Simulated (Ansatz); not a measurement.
# Quasi-harmonic thermodynamics of Rh (Rhodium, Fm-3m)

How much does Rhodium expand with temperature?

Main program and level: Ansatz 0.2.0; DFT LDA, scalar-relativistic, plane waves, PAW, in the first sound run; inputs show where later runs differ.

Most raw output is cut from this account.

The database entry behind the starting cell differs from later determinations by our own check (an axis about 0.2 % short against later determinations), so it need not match the best structure at ambient conditions.

### 1. The structure

The structure is cubic, space group Fm-3m (No. 225). The conventional cell has a = 3.796 Å, b = 3.796 Å, c = 3.796 Å, α = 90.00°, β = 90.00°, γ = 90.00°. Rh has 12 Rh at 2.68 Å nearest.

### 2. A first coarse run

Before spending time, one coarse run tells the gap and the pressure of the starting cell.

input.yaml reads:

```yaml
crystal:
  lattice:
    - [0.0, 1.89785, 1.89785]
    - [1.89785, 0.0, 1.89785]
    - [1.89785, 1.89785, 0.0]
  atoms:
    - { symbol: Rh, position: [0.0, 0.0, 0.0] }
kpoints:
  mp_grid: { grid: [8, 8, 8] }
hamiltonian:
  xc: lda
scf:
  occupations: { method: gaussian, width: 0.1 }
output:
  forces: true
  stress: true
  eigenvalues: true
```

The run is started by

```
> ansatz run input.yaml --threads 4 --pin off --max-ram 8192MiB --backend cpu --events-out ev --progress --plain --runs-dir out
```

The job ended after 1.8 s (4 threads of Arm Neoverse V1, shared host; peak memory 0.24 GiB; 1.5 s of CPU time).

This step gave:

| Property | Result |
| --- | --- |
| pressure | -8.854 GPa |
| volume per atom | 13.67 Å³ |
| gap on the k-mesh | 0 eV |

The start is under -8.9 GPa at this level and looks like a metal on this mesh.

### 3. A loose first relaxation

The start is far from rest, so a relaxation with loose thresholds first brings it near the minimum.

input.yaml: that of step 2 with these lines changed.

```diff
@@ -17 +17,6 @@
   eigenvalues: true
+relax:
+  adjacent_minimum: "off"
+  f_tol: 0.05
+  max_steps: 80
+  cell: { stress_tol: 0.5 }
```

It took 1.9 s on 4 threads; peak memory 0.25 GiB; 3.4 s of CPU time.

Step by step:

| step | energy less that of the first step (eV) | largest force component (eV/Å) | pressure (GPa) | volume (Å³) |
| --- | --- | --- | --- | --- |
| 1 | 0.0000 | 0.0000 | -8.85 | 13.67 |
| 2 | -0.0026 | 0.0000 | 8.99 | 12.91 |
| 3 | -0.0119 | 0.0000 | -0.51 | 13.28 |
| 4 | -0.0119 | 0.0000 | -0.03 | 13.26 |
| 5* | -0.0117 | 0.0000 | -0.05 | 13.26 |

Relaxation steps marked * repeat the geometry before them on a plane-wave basis chosen anew for their cell, so energy and pressure can jump there.

| conventional cell, symmetrised | before | after | change |
| --- | --- | --- | --- |
| a (Å) | 3.796 | 3.758 | -1.0 % |
| b (Å) | 3.796 | 3.758 | -1.0 % |
| c (Å) | 3.796 | 3.758 | -1.0 % |
| volume (Å³/atom) | 13.67 | 13.26 | -3.0 % |

Final coordinates:

```xyz
1
Lattice="0.0000 1.8788 1.8788 1.8788 0.0000 1.8788 1.8788 1.8788 0.0000" Properties=species:S:1:pos:R:3 pbc="T T T"
Rh    0.0000    0.0000    0.0000
```

Numbers from this step:

- pressure: -0.04669 GPa
- volume per atom: 13.26 Å³

The relaxation ends with a pressure of -0.05 GPa.

### 4. Finding the static equilibrium

Phonons are second derivatives about a minimum, so cell and atoms are relaxed first, inside the symmetry of the start.

input.yaml reads:

```yaml
crystal:
  lattice:
    - [0.0, 1.8787596547, 1.8787596547]
    - [1.8787596547, 0.0, 1.8787596547]
    - [1.8787596547, 1.8787596547, 0.0]
  atoms:
    - { symbol: Rh, position: [0.0, 0.0, 0.0] }
kpoints:
  mp_grid: { grid: [20, 20, 20] }
hamiltonian:
  xc: lda
scf:
  occupations: { method: gaussian, width: 0.1 }
output:
  forces: true
  stress: true
  eigenvalues: true
  write_density: true
  write_potential: true
  elf: true
  volumetric_format: npy
relax:
  adjacent_minimum: "off"
  f_tol: 0.005
  max_steps: 80
  cell: { stress_tol: 0.05 }
```

Wall time 5.1 s (4 threads); peak memory 0.33 GiB.

Relaxation path:

| step | energy less that of the first step (eV) | largest force component (eV/Å) | pressure (GPa) | volume (Å³) |
| --- | --- | --- | --- | --- |
| 1 | 0.0000 | 0.0000 | -0.97 | 13.26 |
| 2 | -0.0001 | 0.0000 | 0.76 | 13.19 |
| 3 | -0.0001 | 0.0000 | -0.01 | 13.22 |
| 4* | -0.0001 | 0.0000 | -0.01 | 13.22 |

Relaxation steps marked * repeat the geometry before them on a plane-wave basis chosen anew for their cell, so energy and pressure can jump there.

| conventional cell, symmetrised | before | after | change |
| --- | --- | --- | --- |
| a (Å) | 3.758 | 3.754 | -0.1 % |
| b (Å) | 3.758 | 3.754 | -0.1 % |
| c (Å) | 3.758 | 3.754 | -0.1 % |
| volume (Å³/atom) | 13.26 | 13.22 | -0.3 % |

The relaxed structure:

```cif
data_structure
_symmetry_space_group_name_H-M 'P 1'
_symmetry_Int_Tables_number 1
_cell_length_a 2.6543
_cell_length_b 2.6543
_cell_length_c 2.6543
_cell_angle_alpha 60.000
_cell_angle_beta 60.000
_cell_angle_gamma 60.000
_cell_volume 13.22
loop_
_atom_site_label
_atom_site_type_symbol
_atom_site_fract_x
_atom_site_fract_y
_atom_site_fract_z
_atom_site_occupancy
Rh1 Rh 0.00000 0.00000 0.00000 1
```

This step gave:

```yaml
pressure: -0.006734 GPa
volume_per_atom: 13.22 Å³
```

ELF in the ac plane of the conventional cell at fractional y = 0.000, with atoms of Rh within 0.2 Å of it. It is the smooth field of the valence electrons, not physical close to the nuclei.

Ten even steps from '_' (0.18) to '@' (0.77), each cell a mean:
```
@@@@##--____________..++%%@@
%%##++..____________..--**%%
++==::....________......--++
............----::..........
______..::++####**--....____
______..==##@@@@%%**::______
______..++%%@@@@@@##--______
______..++%%@@@@@@##--______
______..--**%%%%##++..______
____......--++++==::....____
--::......................--
##**--....__________..::++##
@@%%**::____________..==##@@
@@@@##--____________..++%%@@
```
Columns run along a (3.8 Å), rows up along c (3.8 Å), edges of the conventional cell, whose origin can differ from the input's. Atoms in or near the plane, at fractional coordinates: Rh at (0.00, 0.00), Rh at (0.50, 0.50).

Valence density in the ac plane of the conventional cell at fractional y = 0.000, with atoms of Rh within 0.2 Å of it. It is the smooth field of the valence electrons, not physical close to the nuclei.

Ten even steps from '_' (0 e/Å³) to '@' (14 e/Å³), each cell a mean:
```
%%**--________________..==##
++--..__________________::==
....______________________..
____________________________
__________..----::..________
________..--**##++::________
________..++%%@@##--________
________..==##%%**--________
__________::==++--..________
____________......__________
____________________________
--::..__________________..--
##++::________________..--**
@@##--________________..++%%
```
Columns run along a (3.8 Å), rows up along c (3.8 Å), edges of the conventional cell, whose origin can differ from the input's. Atoms in or near the plane, at fractional coordinates: Rh at (0.00, 0.00), Rh at (0.50, 0.50).

Electrostatic potential energy in the ac plane of the conventional cell at fractional y = 0.000, with atoms of Rh within 0.2 Å of it. With pseudopotentials it is smooth inside the atoms' cores, unlike the true potential.

Ten even steps from '_' (-73 eV) to '@' (26 eV), each cell a mean:
```
__..--##@@@@@@@@@@@@%%**::__
::--++%%@@@@@@@@@@@@@@##==::
++**%%@@@@@@@@@@@@@@@@%%##**
%%@@@@@@@@%%######%%@@@@@@%%
@@@@@@@@%%++----==**%%@@@@@@
@@@@@@@@**--..__..==##@@@@@@
@@@@@@%%++::______--##@@@@@@
@@@@@@%%**::____..--##@@@@@@
@@@@@@@@##==::::--++%%@@@@@@
@@@@@@@@%%##**++**%%@@@@@@@@
####%%@@@@@@%%%%@@@@@@@@%%##
--==**%%@@@@@@@@@@@@@@%%++--
__..==##@@@@@@@@@@@@@@**--..
____--##@@@@@@@@@@@@%%++::__
```
Columns run along a (3.8 Å; values clipped at the 3rd and 97th percentile), rows up along c (3.8 Å), edges of the conventional cell, whose origin can differ from the input's. Atoms in or near the plane, at fractional coordinates: Rh at (0.00, 0.00), Rh at (0.50, 0.50).

### 5. Relaxing to small residual forces and stress

The thresholds are tightened for a last relaxation ahead of the phonons, and where mesh or smearing change with them the cell follows.

input.yaml reads:

```yaml
crystal:
  lattice:
    - [0.0, 1.8768447066, 1.8768447066]
    - [1.8768447066, 0.0, 1.8768447066]
    - [1.8768447066, 1.8768447066, 0.0]
  atoms:
    - { symbol: Rh, position: [0.0, 0.0, 0.0] }
kpoints:
  mp_grid: { grid: [20, 20, 20] }
hamiltonian:
  xc: lda
scf:
  occupations: { method: methfessel_paxton, width: 0.2 }
output:
  forces: true
  stress: true
  eigenvalues: true
relax:
  adjacent_minimum: "off"
  f_tol: 0.001
  max_steps: 60
  cell: { stress_tol: 0.01 }
```

The job ended after 5.2 s (4 threads; peak memory 0.33 GiB).

Little changed from the start: no atom moved by 0.005 Å and no cell edge by 0.1 %.

Numbers from this step:

* pressure: -2.99e-4 GPa

The residual pressure is -3.0e-4 GPa, small enough for phonons.

### 6. Phonons on strained cells, k-mesh 21×21×21, functional LDA

The study relaxes the crystal at several strains, solves the phonons on some of them and minimises the free energy at each temperature (static energy, vibrations, the electrons in a metal, and PV under a set pressure); the q-mesh sets how far the force constants reach.

input.yaml reads:

```yaml
crystal:
  lattice:
    - [0.0, 1.8766688955, 1.8766688955]
    - [1.8766688955, 0.0, 1.8766688955]
    - [1.8766688955, 1.8766688955, 0.0]
  atoms:
    - { symbol: Rh, position: [0.0, 0.0, 0.0] }
kpoints:
  mp_grid: { grid: [21, 21, 21] }
hamiltonian:
  xc: lda
scf:
  occupations: { method: methfessel_paxton, width: 0.2 }
output:
  eigenvalues: true
phonons:
  method: dfpt
  qmesh: [3, 3, 3]
  temperatures: { t_max: 1200.0, t_step: 50 }
  thermal_expansion: {}
```

It took 9.3 min on 4 threads; peak memory 2.6 GiB; 34 min of CPU time.

Numbers from this step:

```
pressure                                         : -0.04063 GPa
volume expansion coefficient at 298 K            : 24.14 1e-6/K
C_P at 298 K                                     : 24.74 J/mol-atom/K
entropy at 298 K                                 : 31.70 J/mol-atom/K
isothermal bulk modulus at 298 K                 : 304.2 GPa
Grüneisen parameter at 298 K                     : 2.422
volume at 298 K                                  : 13.32 Å³/atom
principal linear expansion coefficients at 298 K : 8.046, 8.046, 8.046 1e-6/K
```

Strained cells of the study; zero-point energy where phonons were solved; the pressures are stresses at a fixed cutoff and can carry an offset from the finite basis. Expansion cells, by row:

| cell | \|a\| (Å) | \|b\| (Å) | \|c\| (Å) | V (Å³/atom) | E - E_lowest (meV/atom) | pressure, compression positive (GPa) | gap (eV) | zero-point energy (meV/atom) |
| --- | --- | --- | --- | --- | --- | --- | --- | --- |
| 1 | 2.654 | 2.654 | 2.654 | 13.22 | 0 | -0.074 | - | - |
| 2 | 2.675 | 2.675 | 2.675 | 13.54 | 7.404 | -7.233 | - | - |
| 3 | 2.633 | 2.633 | 2.633 | 12.91 | 7.61 | 8.007 | - | - |
| 4 | 2.654 | 2.654 | 2.654 | 13.22 | 0.001 | -0.127 | - | 32.95 |
| 5 | 2.667 | 2.667 | 2.667 | 13.42 | 3.01 | -4.707 | - | 31.73 |
| 6 | 2.681 | 2.681 | 2.681 | 13.62 | 11.6 | -8.933 | - | 30.52 |
| 7 | 2.694 | 2.694 | 2.694 | 13.83 | 25.53 | -12.84 | - | 29.31 |
| 8 | 2.628 | 2.628 | 2.628 | 12.83 | 11.89 | 10.14 | - | - |
| 9 | 2.641 | 2.641 | 2.641 | 13.02 | 2.873 | 4.814 | - | - |
| 10 | 2.714 | 2.714 | 2.714 | 14.14 | 55.89 | -18.13 | - | - |

Quasi-harmonic; a, b, c are the run's own cell vectors. Expansion, by row:

| T (K) | a (Å) | b (Å) | c (Å) | alpha (deg) | beta (deg) | gamma (deg) | cell volume (Å³/cell) | alpha_a (1e-6/K) | alpha_b (1e-6/K) | alpha_c (1e-6/K) | alpha_V (1e-6/K) | C_P (J/mol-atom/K) | C_V (J/mol-atom/K) | S (J/mol-atom/K) | B_T (GPa) | B_S (GPa) | Grueneisen | extrapolation | fit error (1e-6/K) |
| --- | --- | --- | --- | --- | --- | --- | --- | --- | --- | --- | --- | --- | --- | --- | --- | --- | --- | --- | --- |
| 0 | 2.657 | 2.657 | 2.657 | 60 | 60 | 60 | 13.26 | 0 | 0 | 0 | 0 | 0 | 0 | 0 | 314.8 | 314.8 | - | 0 | 0 |
| 50 | 2.657 | 2.657 | 2.657 | 60 | 60 | 60 | 13.26 | 1.5 | 1.5 | 1.5 | 4.51 | 5.118 | 5.116 | 1.697 | 314.6 | 314.8 | 2.214 | 0 | 0 |
| 100 | 2.657 | 2.657 | 2.657 | 60 | 60 | 60 | 13.27 | 4.83 | 4.83 | 4.83 | 14.48 | 15.41 | 15.35 | 8.739 | 313.1 | 314.2 | 2.359 | 0 | 0 |
| 150 | 2.658 | 2.658 | 2.658 | 60 | 60 | 60 | 13.28 | 6.46 | 6.46 | 6.46 | 19.37 | 20.26 | 20.12 | 16.03 | 311.1 | 313.2 | 2.395 | 0 | 0 |
| 200 | 2.659 | 2.659 | 2.659 | 60 | 60 | 60 | 13.29 | 7.26 | 7.26 | 7.26 | 21.79 | 22.59 | 22.36 | 22.22 | 308.8 | 312.1 | 2.41 | 0 | 0 |
| 250 | 2.66 | 2.66 | 2.66 | 60 | 60 | 60 | 13.31 | 7.74 | 7.74 | 7.74 | 23.21 | 23.91 | 23.58 | 27.41 | 306.5 | 310.8 | 2.417 | 0 | 0 |
| 298.1 | 2.661 | 2.661 | 2.661 | 60 | 60 | 60 | 13.32 | 8.05 | 8.05 | 8.05 | 24.14 | 24.74 | 24.32 | 31.7 | 304.2 | 309.5 | 2.422 | 0 | 0 |
| 300 | 2.661 | 2.661 | 2.661 | 60 | 60 | 60 | 13.32 | 8.06 | 8.06 | 8.06 | 24.17 | 24.77 | 24.34 | 31.85 | 304.1 | 309.5 | 2.423 | 0 | 0 |
| 350 | 2.662 | 2.662 | 2.662 | 60 | 60 | 60 | 13.34 | 8.3 | 8.3 | 8.3 | 24.9 | 25.4 | 24.87 | 35.72 | 301.7 | 308.1 | 2.427 | 0 | 0 |
| 400 | 2.663 | 2.663 | 2.663 | 60 | 60 | 60 | 13.36 | 8.51 | 8.51 | 8.51 | 25.52 | 25.91 | 25.28 | 39.15 | 299.3 | 306.7 | 2.43 | 0 | 0 |
| 450 | 2.664 | 2.664 | 2.664 | 60 | 60 | 60 | 13.37 | 8.69 | 8.69 | 8.69 | 26.07 | 26.34 | 25.61 | 42.22 | 296.8 | 305.2 | 2.433 | 0 | 0.01 |
| 500 | 2.665 | 2.665 | 2.665 | 60 | 60 | 60 | 13.39 | 8.86 | 8.86 | 8.86 | 26.57 | 26.73 | 25.89 | 45.02 | 294.2 | 303.8 | 2.435 | 0 | 0.01 |
| 550 | 2.667 | 2.667 | 2.667 | 60 | 60 | 60 | 13.41 | 9.02 | 9.02 | 9.02 | 27.06 | 27.09 | 26.15 | 47.58 | 291.7 | 302.3 | 2.438 | 0 | 0.01 |
| 600 | 2.668 | 2.668 | 2.668 | 60 | 60 | 60 | 13.43 | 9.18 | 9.18 | 9.18 | 27.55 | 27.45 | 26.38 | 49.96 | 289.1 | 300.8 | 2.44 | 0 | 0.01 |
| 650 | 2.669 | 2.669 | 2.669 | 60 | 60 | 60 | 13.45 | 9.34 | 9.34 | 9.34 | 28.03 | 27.79 | 26.61 | 52.17 | 286.5 | 299.2 | 2.443 | 0 | 0.01 |
| 700 | 2.67 | 2.67 | 2.67 | 60 | 60 | 60 | 13.46 | 9.5 | 9.5 | 9.5 | 28.51 | 28.14 | 26.83 | 54.24 | 283.8 | 297.6 | 2.445 | 0 | 0.01 |
| 750 | 2.672 | 2.672 | 2.672 | 60 | 60 | 60 | 13.48 | 9.67 | 9.67 | 9.67 | 29 | 28.48 | 27.04 | 56.19 | 281.1 | 296 | 2.448 | 0 | 0.01 |
| 800 | 2.673 | 2.673 | 2.673 | 60 | 60 | 60 | 13.5 | 9.83 | 9.83 | 9.83 | 29.5 | 28.83 | 27.25 | 58.04 | 278.3 | 294.4 | 2.45 | 0 | 0.01 |
| 850 | 2.674 | 2.674 | 2.674 | 60 | 60 | 60 | 13.52 | 10 | 10 | 10 | 30.01 | 29.18 | 27.46 | 59.8 | 275.6 | 292.8 | 2.453 | 0 | 0.01 |
| 900 | 2.676 | 2.676 | 2.676 | 60 | 60 | 60 | 13.54 | 10.18 | 10.18 | 10.18 | 30.54 | 29.54 | 27.67 | 61.48 | 272.7 | 291.1 | 2.455 | 0 | 0.01 |
| 950 | 2.677 | 2.677 | 2.677 | 60 | 60 | 60 | 13.56 | 10.36 | 10.36 | 10.36 | 31.08 | 29.9 | 27.88 | 63.09 | 269.9 | 289.4 | 2.458 | 0 | 0.01 |
| 1000 | 2.678 | 2.678 | 2.678 | 60 | 60 | 60 | 13.59 | 10.55 | 10.55 | 10.55 | 31.64 | 30.27 | 28.08 | 64.63 | 266.9 | 287.7 | 2.461 | 0 | 0.01 |
| 1050 | 2.68 | 2.68 | 2.68 | 60 | 60 | 60 | 13.61 | 10.74 | 10.74 | 10.74 | 32.21 | 30.64 | 28.29 | 66.11 | 264 | 286 | 2.464 | 0 | 0.01 |
| 1100 | 2.681 | 2.681 | 2.681 | 60 | 60 | 60 | 13.63 | 10.93 | 10.93 | 10.93 | 32.8 | 31.02 | 28.49 | 67.55 | 261 | 284.2 | 2.467 | 0 | 0.01 |
| 1150 | 2.683 | 2.683 | 2.683 | 60 | 60 | 60 | 13.65 | 11.14 | 11.14 | 11.14 | 33.41 | 31.41 | 28.69 | 68.94 | 258 | 282.5 | 2.47 | 0 | 0.01 |
| 1200 | 2.684 | 2.684 | 2.684 | 60 | 60 | 60 | 13.68 | 11.35 | 11.35 | 11.35 | 34.04 | 31.81 | 28.89 | 70.28 | 254.9 | 280.6 | 2.473 | 0 | 0.01 |

Expansion coefficient against temperature; values in 1e-6/K:

| temperature (K) | volume | principal 1 |
| --- | --- | --- |
| 0 | 0 | 0 |
| 50 | 4.51 | 1.5 |
| 100 | 14.5 | 4.83 |
| 150 | 19.4 | 6.46 |
| 200 | 21.8 | 7.26 |
| 250 | 23.2 | 7.74 |
| 298 | 24.1 | 8.05 |
| 300 | 24.2 | 8.06 |
| 350 | 24.9 | 8.3 |
| 400 | 25.5 | 8.51 |
| 450 | 26.1 | 8.69 |
| 500 | 26.6 | 8.86 |
| 550 | 27.1 | 9.02 |
| 600 | 27.6 | 9.18 |
| 650 | 28.0 | 9.34 |
| 700 | 28.5 | 9.5 |
| 750 | 29 | 9.67 |
| 800 | 29.5 | 9.83 |
| 850 | 30.0 | 10 |
| 900 | 30.5 | 10.2 |
| 950 | 31.1 | 10.4 |
| 1000 | 31.6 | 10.6 |
| 1050 | 32.2 | 10.7 |
| 1100 | 32.8 | 10.9 |
| 1150 | 33.4 | 11.1 |
| 1200 | 34.0 | 11.3 |

At 298 K the volume expansion is 24.1 × 10⁻⁶/K and B_T is 304 GPa. The q-mesh is coarse, so this is a first estimate. The program raised the cutoff to 487.2 eV by itself: with no cutoff typed, the study takes about 1.16 times the default for its relaxations and scales it with the volume for the phonons.

(Continued in part 2 of 2.)

[Logs are printed without paths, hosts, clocks, repeated set-up lines and the standing remarks that a program may print on its own settings, such as how far it seeks lower states.]

[Hosts, paths, dates, database ids (printed as entryN), source tags and the programs' standing remarks are cut or masked in the printed files.]

[A step with changed settings may run another functional than the one named; its input shows which.]
